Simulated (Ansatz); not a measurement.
Consider TiTe2 (1T sheet).

The cell holds 3 atoms: 1 Ti and 2 Te. Cell: a = 3.698 Å, b = 3.698 Å, c = 30.253 Å, α = 90.0°, β = 90.0°, γ = 120.0°. Vacuum lies along c.

```
Ti Te
1.0
    -2.61521    0.00000   -2.61521
     0.00000    2.61521    2.61521
    17.46662   17.46662  -17.46662
Ti Te
1 2
Direct
  0.00000 0.00000 0.31776
  0.33333 0.66667 0.37480
  0.66667 0.33333 0.26072
```

The structure was relaxed with PBEsol. The structure was generated from a model, not taken from a measurement. The runs that relaxed it are not among those shown. The program's search for lower electronic states was switched off, so nothing shows that the state found is the lowest. Spin-orbit coupling is left out unless a run names it. PAW set soft_2, made with PBE.

A constrained-RPA run (Ansatz 0.2.0; non-magnetic PBEsol; Ti t2g + anion p, bands v6 to c3, 6×6×1 mesh, medium accuracy) builds 9 functions on bands 6.6 eV wide, with 12.0 electrons in the window. The bare on-site interaction is 15.1 eV and the bare J 0.54 eV.

Q: Estimate U, U′ and J.

On the Ti t2g shell, U = 4.23 eV (28 % of the bare value), U′ = 3.38 eV, J = 0.42 eV.

The parent state is non-magnetic and the interaction static (zero frequency); U depends on the window and the orbitals, so it belongs to this model alone. A window that holds the anion p bands defines a model with explicit ligands; its U belongs to that model and is not the U of DFT+U.

[Paths, hosts, dates, memory and timing lines, banners, echoed tables and standing remarks are left out of the program output.]

[Logs are printed without paths, hosts, clocks, repeated set-up lines and the standing remarks that a program may print on its own settings, such as how far it seeks lower states.]

[Runs of the session that timed out or met a known fault of the program may be left out.]

[Hosts, paths, dates, database ids (printed as entryN), source tags and the programs' standing remarks are cut or masked in the printed files.]
